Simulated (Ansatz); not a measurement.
# Na (Im-3m): phonon-mediated transition temperature

What Tc do the phonons of Na (Im-3m) give, and how does it depend on μ*? The cell shown first is a relaxed one, from steps not shown here.

Main program and level: Ansatz 0.2.0; DFT PBE, scalar-relativistic, plane waves, PseudoDojo norm-conserving pseudopotentials, in the first sound run; inputs show where later runs differ.

This is a report of a sequence of runs, with most program output left out.

## (1) The cell after earlier relaxation steps

Symmetry: Im-3m, No. 229, cubic system. The conventional cell has a = 4.201 Å, b = 4.201 Å, c = 4.201 Å, α = 90.00°, β = 90.00°, γ = 90.00°. Nearest to Na lie 8 Na at 3.64 Å.

As a file:

```cif
data_structure
_symmetry_space_group_name_H-M 'Im-3m'
_symmetry_Int_Tables_number 229
_cell_length_a 4.2014
_cell_length_b 4.2014
_cell_length_c 4.2014
_cell_angle_alpha 90.000
_cell_angle_beta 90.000
_cell_angle_gamma 90.000
_cell_volume 74.16
loop_
_atom_site_label
_atom_site_type_symbol
_atom_site_symmetry_multiplicity
_atom_site_Wyckoff_symbol
_atom_site_fract_x
_atom_site_fract_y
_atom_site_fract_z
_atom_site_occupancy
Na1 Na 2 a 0.00000 0.00000 0.00000 1
```

## (2) Resistivity: PseudoDojo files

The run that gives the couplings also evaluates McMillan's and Allen and Dynes's formulas and, where asked, the Eliashberg equations, over a range of μ*.

File input.yaml:

```yaml
crystal:
  lattice:
    - [-2.1007063591, 2.1007063591, 2.1007063591]
    - [2.1007063591, -2.1007063591, 2.1007063591]
    - [2.1007063591, 2.1007063591, -2.1007063591]
  atoms:
    - { symbol: Na, position: [0.0, 0.0, 0.0] }
kpoints:
  mp_grid: { grid: [12, 12, 12] }
hamiltonian:
  xc: pbe
  pseudopotentials: { kind: nc, accuracy: standard }
scf:
  occupations: { method: methfessel_paxton, width: 0.2 }
output:
  eigenvalues: true
phonons:
  method: dfpt
  qmesh: [4, 4, 4]
  temperatures: { t_max: 1000, t_step: 50 }
  qpath:
    path:
      - [[0.0, 0.0, 0.0], [0.5, -0.5, 0.5], [0.0, 0.0, 0.5], [0.0, 0.0, 0.0], [0.25, 0.25, 0.25], [0.5, -0.5, 0.5]]
      - [[0.25, 0.25, 0.25], [0.0, 0.0, 0.5]]
    npoints: 6
  electrical_resistivity:
    mesh: [20, 20, 20]
    temperatures: [20.0, 50.0, 80.0, 100.0, 150.0, 200.0, 273.0, 300.0, 400.0, 500.0, 600.0, 800.0]
  superconductivity: { mesh: [20, 20, 20], eliashberg_equations: false }
```

Run with:

```
$ ansatz run input.yaml --threads 16 --pin off --max-ram 92160MiB --backend cuda --events-out ev --progress --plain --runs-dir out --max-vram 78GiB
```

It took 26 s on 1 × NVIDIA GB200 with 16 threads of Arm Neoverse V2, shared host; peak memory 3.9 GiB.

Numbers from this step:

```yaml
volume_per_atom: 37.08 Å³/atom
metallic_on_mesh: yes
gap_on_the_k_mesh: 0 eV
zero_point_energy: 0.01580 eV/cell
share_of_imaginary_modes_in_the_plain_interpolation_between_solved_wavevectors: 0
highest_frequency_solved_or_plainly_interpolated: 126.8 cm⁻¹
debye_temperature_second_moment: 167 K
resistivity_at_300_k: 4.05 μΩ cm
coupling_constant_lambda: 0.1937
density_of_states_at_the_fermi_level: 0.2368 states/eV a spin and cell
log_mean_phonon_energy_omega_log: 11.06 meV
transport_coupling_constant_lambda_tr: 0.1227, 0.1227, 0.1227 (xx, yy, zz)
drude_plasma_energy: 5.98, 5.98, 5.98 eV (xx, yy, zz)
resistivity_times_mean_free_path: 14.17, 14.17, 14.17 × 10⁻¹⁶ Ω m² (xx, yy, zz)
second_moment_phonon_energy_omega: 12.36 meV
coupling_lambda_by_branch: 0.0421, 0.0259, 0.126 (branches by rank of frequency)
```

An empty cell: under 1 mK by a formula, or no transition down to the floor of the Eliashberg search. Transition temperatures:

```tsv
μ*	McMillan Tc (K)	Allen–Dynes Tc (K)
0.08	-	-
0.1	-	-
0.12	-	-
0.13	-	-
0.14	-	-
0.16	-	-
0.2	-	-
```

## (3) Electron–phonon run: finite displacements

Finite displacements in a supercell are the other road to force constants and couplings; here with the base functional.

This step: DFT PBE, scalar-relativistic, plane waves, PAW; PAW set soft_1 (Ansatz 0.2.0).

input.yaml: that of step 2 with these lines changed.

```diff
@@ -2,5 +2,5 @@
   lattice:
-    - [-2.1007063591, 2.1007063591, 2.1007063591]
-    - [2.1007063591, -2.1007063591, 2.1007063591]
-    - [2.1007063591, 2.1007063591, -2.1007063591]
+    - [-2.0969075415, 2.0969075415, 2.0969075415]
+    - [2.0969075415, -2.0969075415, 2.0969075415]
+    - [2.0969075415, 2.0969075415, -2.0969075415]
   atoms:
@@ -11,3 +11,3 @@
   xc: pbe
-  pseudopotentials: { kind: nc, accuracy: standard }
+  pseudopotentials: { kind: paw, azcp: { folder: soft_1 } }
 scf:
@@ -17,4 +17,4 @@
 phonons:
-  method: dfpt
-  qmesh: [4, 4, 4]
+  method: fd
+  supercell: [4, 4, 4]
   temperatures: { t_max: 1000, t_step: 50 }
```

The job ended after 17 s (1 × NVIDIA GB200 with 16 threads; peak memory 3.7 GiB; 2.3 min of CPU time).

Numbers from this step:

```
volume per atom                                   : 36.88 Å³/atom
zero-point energy                                 : 0.01589 eV/cell
highest frequency, solved or plainly interpolated : 127.7 cm⁻¹
Debye temperature (second moment)                 : 168 K
resistivity at 300 K                              : 3.953 μΩ cm
coupling constant λ                               : 0.1906
density of states at the Fermi level              : 0.2362 states/eV a spin and cell
log mean phonon energy ħω_log                     : 11.13 meV
transport coupling constant λ_tr                  : 0.1203, 0.1203, 0.1203 (xx, yy, zz)
Drude plasma energy                               : 5.992, 5.992, 5.992 eV (xx, yy, zz)
resistivity times mean free path                  : 14.12, 14.12, 14.12 × 10⁻¹⁶ Ω m² (xx, yy, zz)
second-moment phonon energy ħω₂                   : 12.45 meV
coupling λ by branch                              : 0.0412, 0.0253, 0.124 (branches by rank of frequency)
```

An empty cell: under 1 mK by a formula, or no transition down to the floor of the Eliashberg search. Transition temperatures:

```tsv
μ*	McMillan Tc (K)	Allen–Dynes Tc (K)
0.08	-	-
0.1	-	-
0.12	-	-
0.13	-	-
0.14	-	-
0.16	-	-
0.2	-	-
```

## (4) Electron–phonon run: r2SCAN at its own relaxed cell

The functional sets the lattice constant, the bands and the force constants.

This step: DFT r2SCAN, scalar-relativistic, plane waves, PAW; PAW set soft_1 (Ansatz 0.2.0).

input.yaml: that of step 3 with these lines changed.

```diff
@@ -2,5 +2,5 @@
   lattice:
-    - [-2.0969075415, 2.0969075415, 2.0969075415]
-    - [2.0969075415, -2.0969075415, 2.0969075415]
-    - [2.0969075415, 2.0969075415, -2.0969075415]
+    - [-2.1124128755, 2.1124128755, 2.1124128755]
+    - [2.1124128755, -2.1124128755, 2.1124128755]
+    - [2.1124128755, 2.1124128755, -2.1124128755]
   atoms:
@@ -10,3 +10,3 @@
 hamiltonian:
-  xc: pbe
+  xc: r2scan
   pseudopotentials: { kind: paw, azcp: { folder: soft_1 } }
@@ -17,4 +17,4 @@
 phonons:
-  method: fd
-  supercell: [4, 4, 4]
+  method: dfpt
+  qmesh: [4, 4, 4]
   temperatures: { t_max: 1000, t_step: 50 }
```

It took 84 s on 1 × NVIDIA GB200 with 16 threads; peak memory 4 GiB; 15 min of CPU time.

This step gave:

```yaml
volume_per_atom: 37.70 Å³/atom
zero_point_energy: 0.01657 eV/cell
highest_frequency_solved_or_plainly_interpolated: 133.2 cm⁻¹
debye_temperature_second_moment: 175 K
resistivity_at_300_k: 3.084 μΩ cm
coupling_constant_lambda: 0.1637
density_of_states_at_the_fermi_level: 0.2258 states/eV a spin and cell
log_mean_phonon_energy_omega_log: 11.16 meV
transport_coupling_constant_lambda_tr: 0.09726, 0.09726, 0.09726 (xx, yy, zz)
drude_plasma_energy: 6.097, 6.097, 6.097 eV (xx, yy, zz)
resistivity_times_mean_free_path: 14.35, 14.35, 14.35 × 10⁻¹⁶ Ω m² (xx, yy, zz)
second_moment_phonon_energy_omega: 12.75 meV
coupling_lambda_by_branch: 0.0374, 0.0168, 0.11 (branches by rank of frequency)
```

An empty cell: under 1 mK by a formula, or no transition down to the floor of the Eliashberg search. Transition temperatures:

```tsv
μ*	McMillan Tc (K)	Allen–Dynes Tc (K)
0.08	-	-
0.1	-	-
0.12	-	-
0.13	-	-
0.14	-	-
0.16	-	-
0.2	-	-
```

Table of Eliashberg function α²F by phonon energy; read off at these points:

```tsv
phonon energy (meV)	α²F	α²F tr
1.00	1.3e-5	0
1.50	2.9e-4	0
2.00	9.3e-4	1.0e-4
2.50	0.00241	6.1e-4
3.00	0.00423	0.00175
3.50	0.00658	0.00364
4.00	0.0105	0.00720
4.50	0.0127	0.00735
5.00	0.0156	0.00835
5.50	0.0189	0.00998
6.00	0.0221	0.0121
6.50	0.0249	0.0142
7.00	0.0269	0.0158
7.50	0.0261	0.0141
8.00	0.0261	0.0127
8.50	0.0271	0.0132
9.00	0.0287	0.0136
9.50	0.0314	0.0150
10.00	0.0342	0.0167
10.50	0.0381	0.0196
11.00	0.0458	0.0259
11.50	0.0538	0.0300
12.00	0.0637	0.0369
12.50	0.0755	0.0452
13.00	0.0823	0.0488
13.50	0.0875	0.0493
14.00	0.100	0.0567
14.50	0.125	0.0716
15.00	0.184	0.111
15.50	0.323	0.212
15.80	0.362	0.258
16.00	0.329	0.242
16.50	0.163	0.109
```

Twice the integral of α²F/ω over this curve gives λ = 0.16, half of it from below 13.6 meV. The Eliashberg function α²F (α²F) has its highest peak at 15.8 meV.

## (5) What came out

```yaml
meshes: q 4×4×4, k 12×12×12, scattering 20×20×20
coupling_constant_lambda: 0.164
log_mean_phonon_energy_omega_log: 11.2 meV
```

**Reading.** In the last run (r2SCAN, q 4×4×4, k 12×12×12, scattering 20×20×20), with λ = 0.16 and ħω_log = 11.2 meV, Tc at μ* = 0.13 is under 1 mK by the formulas. Wikipedia's list of superconducting elements holds no transition of Na at normal pressure, in line with the calculation. In that run Allen and Dynes's formula gives no transition above 0.05 K at μ* = 0.10 or more. By the run's own test λ is not converged in the fine mesh: it moves by 5 % between the two finest. The run's transport test calls it not converged in the mesh; ρ(300 K) moves by 10 % in the component that moves most. Over the runs, λ takes the values 0.194, 0.191 and 0.164, in the order shown. μ* is a typed number, phonons are harmonic, and spin fluctuations are left out; with λ this near or under μ*(1 + 0.62 λ), the formulas give Tc only to its order of magnitude, or none.

[Logs are printed without paths, hosts, clocks, repeated set-up lines and the standing remarks that a program may print on its own settings, such as how far it seeks lower states.]

[Hosts, paths, dates, database ids (printed as entryN), source tags and the programs' standing remarks are cut or masked in the printed files.]
